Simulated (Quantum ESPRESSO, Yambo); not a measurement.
# WSe2 (P6_3/mmc): G0W0 in Yambo against the screening cutoff

Aim: move the screening cutoff of a G0W0 run on WSe2 (P6_3/mmc) over a wide range.

Main program and level: Yambo 5.3.0; PBE and many-body steps on it, plane waves.

The database entry behind the starting cell differs from later determinations by our own check (a about 0.2 % long), so it need not match the best structure at ambient conditions.

### 1. The structure

Symmetry: P6_3/mmc, No. 194, hexagonal system. The conventional cell has a = 3.290 Å, b = 3.290 Å, c = 12.970 Å, α = 90.00°, β = 90.00°, γ = 120.00°. Nearest to W lie 6 Se at 2.53 Å. Se has 3 W at 2.53 Å nearest. Farther neighbours and most contacts between anions are not listed.

Structure file:

```cif
data_structure
_symmetry_space_group_name_H-M 'P 1'
_symmetry_Int_Tables_number 1
_cell_length_a 3.2900
_cell_length_b 3.2900
_cell_length_c 12.9700
_cell_angle_alpha 90.000
_cell_angle_beta 90.000
_cell_angle_gamma 120.000
_cell_volume 121.58
loop_
_atom_site_label
_atom_site_type_symbol
_atom_site_fract_x
_atom_site_fract_y
_atom_site_fract_z
_atom_site_occupancy
W1 W 0.33333 0.66667 0.25000 1
W2 W 0.66667 0.33333 0.75000 1
Se3 Se 0.33333 0.66667 0.62100 1
Se4 Se 0.66667 0.33333 0.12100 1
Se5 Se 0.33333 0.66667 0.87900 1
Se6 Se 0.66667 0.33333 0.37900 1
```

The cell and positions come from the Crystallography Open Database and are kept as given unless a step says otherwise. Spin-orbit coupling is left out unless a step names it.

### 2. 1.5 Ha

This step: Yambo 5.3.0; G0W0 on PBE, plane waves, norm-conserving pseudopotentials.

Now the one-shot GW correction: screening in the RPA, then the self-energy of the levels asked for.

File gw7.in:

```
HF_and_locXC
gw0
dyson
ppa
em1d
rim_cut
RandQpts= 1000000
RandGvec= 1 RL
EXXRLvcs= 104 Ry
VXCRLvcs= 416 Ry
Chimod= "HARTREE"
% BndsRnXp
 1 | 121 |
%
NGsBlkXp= 3 Ry
% LongDrXp
 1 | 1 | 1 |
%
% GbndRnge
 1 | 121 |
%
DysSolver= "n"
ExtendOut
PPAPntXp= 27.21138 eV
% QPkrange
 1 | 1 | 61 | 64 |
 5 | 5 | 61 | 64 |
 7 | 7 | 61 | 64 |
%
```

The run is started by

```bash
$ OMP_NUM_THREADS=2 mpirun -n 4 yambo -F gw7.in -J gw7 -C gw7 > gw7.log
```

The log of the run:

```text
 Yambo, version 5.3.0

 [02] CORE Variables Setup
 =========================

  [... cell, symmetries and grids as in the set-up ...]

  [02.05] Energies & Occupations
  ==============================

  [X] === General ===
  [X] Electronic Temperature                        :  0.000000  0.000000 [eV K]
  [X] Bosonic    Temperature                        :  0.000000  0.000000 [eV K]
  [X] Finite Temperature mode                       : no
  [X] El. density                                   :  0.10199E+25 [cm-3]
  [X] Fermi Level                                   :  13.97297 [eV]

  [X] === Gaps and Widths ===
  [X] Conduction Band Min                           :  0.979082 [eV]
  [X] Valence Band Max                              :  0.000000 [eV]
  [X] Filled Bands                                  :   62
  [X] Empty Bands                                   :   63  297
  [X] Direct Gap                                    :  1.523861 [eV]
  [X] Direct Gap localized at k                     :   7
  [X] Indirect Gap                                  :  0.979082 [eV]
  [X] Indirect Gap between kpts                     :   1   5
  [X] Last valence band width                       :  1.440995 [eV]
  [X] 1st conduction band width                     :  1.661850 [eV]

 [03] Transferred momenta grid and indexing
 ==========================================

 IBZ Q-points                                      :   7
 BZ  Q-points                                      :   36

 K/Q-points units:
 rlu = crystal or reduced units; cc = cartesian coordinates; iku = interal k-units

 Q [1]          [rlu]:  0.000000  0.000000  0.000000
 Q [2]          [rlu]: -0.12142E-17  0.16667       0.0000
 Q [3]          [rlu]: -0.24284E-17  0.33333       0.0000
 Q [4]          [rlu]:  0.36427E-17 -0.50000       0.0000
 Q [5]          [rlu]:  0.166667  0.166667  0.000000
 Q [6]          [rlu]:  0.166667  0.333333  0.000000
 Q [7]          [rlu]:  0.333333  0.333333  0.000000

 [04] Coloumb potential Random Integration (RIM)
 ===============================================

  [04.01] RIM initialization
  ==========================

  * Diagonal components only detected *

  8 x (sBL volume)        :  0.067184 [a.u.]
  sBZ random points       :  1000000
  Points outside the sBZ  :   7993074
  RL volume               :  0.302330 [a.u.]
  Integrated volume       :  0.302592 [a.u.]

  [04.02] RIM integrals
  =====================

  Gamma point sphere radius             :  0.073741 [a.u.]
  Points outside the sphere             :   799513
  [Int_sBZ(q=0) 1/q^2]*(Vol_sBZ)^(-1/3) =:  7.609463
                                 should be <:  7.795600

  Summary of Coulomb integrals for non-metallic bands |Q|[au] RIM/Bare

  Q [1] 0.100000E-4 0.976123 * Q [2] 0.194493 0.983883
  Q [5] 0.336871 0.996983 * Q [3] 0.388985 0.998181
  Q [6] 0.514579 0.999436 * Q [4] 0.583478 1.000258
  Q [7] 0.673742 1.000027

 [WARNING] [Xp] User bands 1-121 break level degeneracy

 [05] Dipoles
 ============

  [05.01] Setup: observables and procedures
  =========================================

  [WARNING] [x,Vnl] slows the Dipoles computation. To neglect it rename the ns.kb_pp file

 [06] Dynamic Dielectric Matrix (PPA)
 ====================================

 [WR./gw7//ndb.pp]---------------------------------------------------------------
  Brillouin Zone Q/K grids (IBZ/BZ)                :    7   36    7   36
  RL vectors                                       :  17593 [WF]
  Coulomb cutoff potential                         : none
  Electronic Temperature                           :  0.000000 [K]
  Bosonic    Temperature                           :  0.000000 [K]
  PPA    diel. fun.  energies                      : Perdew, Burke & Ernzerhof(X)+Perdew, Burke & Ernzerhof(C)
  wavefunctions                                    : Perdew, Burke & Ernzerhof(X)+Perdew, Burke & Ernzerhof(C)
  Global Gauge                                     : length
  X matrix size                                    :   79
[...]
X poles                                          :  100.0000 [o/o]
  RL vectors in the sum                            :  17593
  [r,Vnl] included                                 : yes
  Field direction                                  :  0.577350E-5  0.577350E-5  0.577350E-5
  BZ energy Double Grid                            : no
  BZ energy DbGd points                            : 0
  BZ Q point size factor                           : -1.000000
  X Optical Averaged directions                    : none

 [07] Local Exchange-Correlation + Non-Local Fock
 ================================================

 [VXC] Plane waves :  117381
 [EXS] Plane waves :  14629

 QP @ state[ 1 ] K range:  1  1
 QP @ state[ 1 ] b range:   61   64
 QP @ state[ 2 ] K range:   5   5
 QP @ state[ 2 ] b range:   61   64
 QP @ state[ 3 ] K range:   7   7
 QP @ state[ 3 ] b range:   61   64

 [xc] Functional : Perdew, Burke & Ernzerhof(X)+Perdew, Burke & Ernzerhof(C)
 [xc] LIBXC used to calculate xc functional
  PP Number of Atomic Species                      :  2
  NLCC RL compoments                               :  117381
  PP Number of Atomic Species                      :  2
  NLCC RL compoments                               :  117381

 [xc] E_xc :  -116.4122 [Ha]
      E_xc :  -232.8245 [Ry]

  Local XC kind (lXC) : Perdew, Burke & Ernzerhof(X)+Perdew, Burke & Ernzerhof(C)
  Non-Local XC kind (nlXC) : Hartree-Fock

  Corrections @ K [1] :  [eV]
 <61|nlXC|61> = -16.86468  0.17394E-16 <61|lXC|61> = -14.84011 -0.47245E-23
 <62|nlXC|62> = -16.19061  0.60048E-17 <62|lXC|62> = -16.07180 -0.13792E-23
 <63|nlXC|63> = -11.51260 -0.17460E-17 <63|lXC|63> = -15.98774 -0.18882E-15
 <64|nlXC|64> = -11.51254  0.19139E-18 <64|lXC|64> = -15.98774 -0.75145E-25

  Corrections @ K [5] :  [eV]
 <61|nlXC|61> = -16.30421  0.17754E-16 <61|lXC|61> = -15.48282  0.23602E-16
 <62|nlXC|62> = -16.49217 -0.17806E-17 <62|lXC|62> = -15.62474 -0.18882E-15
[...]
Corrections @ K [7] :  [eV]
[...]
<62|nlXC|62> = -15.61517  0.75585E-17 <62|lXC|62> = -15.56000  0.15840E-24
 <63|nlXC|63> = -11.88080  0.12686E-17 <63|lXC|63> = -16.26387 -0.18882E-15
 <64|nlXC|64> = -11.88080  0.31004E-17 <64|lXC|64> = -16.26388 -0.23602E-16

  [07.01] Hartree-Fock occupations report
  =======================================

  [Hartree-Fock] === General ===
  [Hartree-Fock] Electronic Temperature             :  0.000000  0.000000 [eV K]
  [Hartree-Fock] Bosonic    Temperature             :  0.000000  0.000000 [eV K]
  [Hartree-Fock] Finite Temperature mode            : no
  [Hartree-Fock] El. density                        :  0.10199E+25 [cm-3]
  [Hartree-Fock] Fermi Level                        :  13.97297 [eV]

  [Hartree-Fock] === Gaps and Widths ===
  [Hartree-Fock] Conduction Band Min                :  1.555582 [eV]
  [Hartree-Fock] Valence Band Max                   : -0.118810 [eV]
  [Hartree-Fock] Filled Bands                       :   62
  [Hartree-Fock] Empty Bands                        :   63  297
  [Hartree-Fock] Direct Gap                         :  2.323251 [eV]
  [Hartree-Fock] Direct Gap localized at k          :  2
  [Hartree-Fock] Indirect Gap                       :  1.674392 [eV]
  [Hartree-Fock] Indirect Gap between kpts          :  1  3
  [Hartree-Fock] Last valence band width            :  1.845453 [eV]
  [Hartree-Fock] 1st conduction band width          :  5.560487 [eV]

 [08] Dyson equation: Newton solver
 ==================================

  [08.01] G0W0 (W PPA)
  ====================

  [  GW  ] Bands range     :    1  121
  [GW/PPA] G damping       :  0.100000 [eV]

  QP @ state[ 1 ] K range:  1  1
  QP @ state[ 1 ] b range:   61   64
  QP @ state[ 2 ] K range:   5   5
  QP @ state[ 2 ] b range:   61   64
  QP @ state[ 3 ] K range:   7   7
  QP @ state[ 3 ] b range:   61   64

   Sc/G bands                                       :    1  121
   Sc/G damping                                     :  0.100000 ev
   Sc bands terminator                              : no
   Sx RL components                                 :  14629

   QP @ state[ 1 ] K range                          :  1  1
   QP @ state[ 1 ] b range                          :   61   64
   QP @ state[ 2 ] K range                          :   5   5
   QP @ state[ 2 ] b range                          :   61   64
   QP @ state[ 3 ] K range                          :   7   7
   QP @ state[ 3 ] b range                          :   61   64
   GF energies kind                                 : Perdew, Burke & Ernzerhof(X)+Perdew, Burke & Ernzerhof(C)
   GF WF`s kind                                     : Perdew, Burke & Ernzerhof(X)+Perdew, Burke & Ernzerhof(C)
   Xs energies kind                                 : Perdew, Burke & Ernzerhof(X)+Perdew, Burke & Ernzerhof(C)
   Xs WF`s kind                                     : Perdew, Burke & Ernzerhof(X)+Perdew, Burke & Ernzerhof(C)

 [11] Game Over & Game summary
```

The job ended after 2.5 min (4 MPI ranks of Arm Neoverse V2, shared host; peak memory 6.2 GiB).

This step gave:

```
G0W0 gap on the points computed              : 1.121 eV
starting gap on the mesh                     : 0.9791 eV
k of the valence top                         : 0, 0, 0
k of the conduction bottom                   : 0.1667, 0.1667, 0
least direct G0W0 gap on the computed points : 2.041 eV
Z at the valence top                         : 0.8038
Z at the conduction bottom                   : 0.8100
```

The gap on the mesh goes from 0.98 eV to 1.12 eV, a correction of +0.14 eV.

### 3. 2.25 Ha

gw8.in, as its differences from gw7.in of step 2:

```diff
@@ -14,3 +14,3 @@
 %
-NGsBlkXp= 3 Ry
+NGsBlkXp= 4.5 Ry
 % LongDrXp
```

The run is started by

```bash
$ OMP_NUM_THREADS=2 mpirun -n 4 yambo -F gw8.in -J gw8 -C gw8 > gw8.log
```

The log of the run:

```text
 Yambo, version 5.3.0

 [02] CORE Variables Setup
 =========================

  [... cell, symmetries and grids as in the set-up ...]

  [02.05] Energies & Occupations
  ==============================

  [X] === General ===
  [X] Electronic Temperature                        :  0.000000  0.000000 [eV K]
  [X] Bosonic    Temperature                        :  0.000000  0.000000 [eV K]
  [X] Finite Temperature mode                       : no
  [X] El. density                                   :  0.10199E+25 [cm-3]
  [X] Fermi Level                                   :  13.97297 [eV]

  [X] === Gaps and Widths ===
  [X] Conduction Band Min                           :  0.979082 [eV]
  [X] Valence Band Max                              :  0.000000 [eV]
  [X] Filled Bands                                  :   62
  [X] Empty Bands                                   :   63  297
  [X] Direct Gap                                    :  1.523861 [eV]
  [X] Direct Gap localized at k                     :   7
  [X] Indirect Gap                                  :  0.979082 [eV]
  [X] Indirect Gap between kpts                     :   1   5
  [X] Last valence band width                       :  1.440995 [eV]
  [X] 1st conduction band width                     :  1.661850 [eV]

 [03] Transferred momenta grid and indexing
 ==========================================

 IBZ Q-points                                      :   7
 BZ  Q-points                                      :   36

 K/Q-points units:
 rlu = crystal or reduced units; cc = cartesian coordinates; iku = interal k-units

 Q [1]          [rlu]:  0.000000  0.000000  0.000000
 Q [2]          [rlu]: -0.12142E-17  0.16667       0.0000
 Q [3]          [rlu]: -0.24284E-17  0.33333       0.0000
[...]
[Hartree-Fock] Conduction Band Min                :  1.555582 [eV]
  [Hartree-Fock] Valence Band Max                   : -0.118810 [eV]
  [Hartree-Fock] Filled Bands                       :   62
  [Hartree-Fock] Empty Bands                        :   63  297
  [Hartree-Fock] Direct Gap                         :  2.323251 [eV]
  [Hartree-Fock] Direct Gap localized at k          :  2
  [Hartree-Fock] Indirect Gap                       :  1.674392 [eV]
  [Hartree-Fock] Indirect Gap between kpts          :  1  3
  [Hartree-Fock] Last valence band width            :  1.845453 [eV]
  [Hartree-Fock] 1st conduction band width          :  5.560487 [eV]

 [08] Dyson equation: Newton solver
 ==================================

  [08.01] G0W0 (W PPA)
  ====================

  [  GW  ] Bands range     :    1  121
  [GW/PPA] G damping       :  0.100000 [eV]

  QP @ state[ 1 ] K range:  1  1
  QP @ state[ 1 ] b range:   61   64
  QP @ state[ 2 ] K range:   5   5
  QP @ state[ 2 ] b range:   61   64
  QP @ state[ 3 ] K range:   7   7
  QP @ state[ 3 ] b range:   61   64

   Sc/G bands                                       :    1  121
   Sc/G damping                                     :  0.100000 ev
   Sc bands terminator                              : no
   Sx RL components                                 :  14629

   QP @ state[ 1 ] K range                          :  1  1
   QP @ state[ 1 ] b range                          :   61   64
   QP @ state[ 2 ] K range                          :   5   5
   QP @ state[ 2 ] b range                          :   61   64
   QP @ state[ 3 ] K range                          :   7   7
   QP @ state[ 3 ] b range                          :   61   64
   GF energies kind                                 : Perdew, Burke & Ernzerhof(X)+Perdew, Burke & Ernzerhof(C)
   GF WF`s kind                                     : Perdew, Burke & Ernzerhof(X)+Perdew, Burke & Ernzerhof(C)
   Xs energies kind                                 : Perdew, Burke & Ernzerhof(X)+Perdew, Burke & Ernzerhof(C)
   Xs WF`s kind                                     : Perdew, Burke & Ernzerhof(X)+Perdew, Burke & Ernzerhof(C)

 [11] Game Over & Game summary
```

Run time: 2.6 min. Hardware: 4 MPI ranks; peak memory 6.4 GiB; 17 min of CPU time.

This step gave:

| Property | Result |
| --- | --- |
| G0W0 gap on the points computed | 1.119 eV |
| starting gap on the mesh | 0.9791 eV |
| k of the valence top | 0, 0, 0 |
| k of the conduction bottom | 0.1667, 0.1667, 0 |
| least direct G0W0 gap on the computed points | 2.054 eV |
| Z at the valence top | 0.8029 |
| Z at the conduction bottom | 0.8091 |

Against the run before, the gap moves by −0.002 eV.

(Part 1 of 2 ends here.)

[Paths, hosts, dates, memory and timing lines, banners, echoed tables and standing remarks are left out of the program output.]

[Logs are printed without paths, hosts, clocks, repeated set-up lines and the standing remarks that a program may print on its own settings, such as how far it seeks lower states.]

[Runs of the session that timed out or met a known fault of the program may be left out.]

[Hosts, paths, dates, database ids (printed as entryN), source tags and the programs' standing remarks are cut or masked in the printed files.]
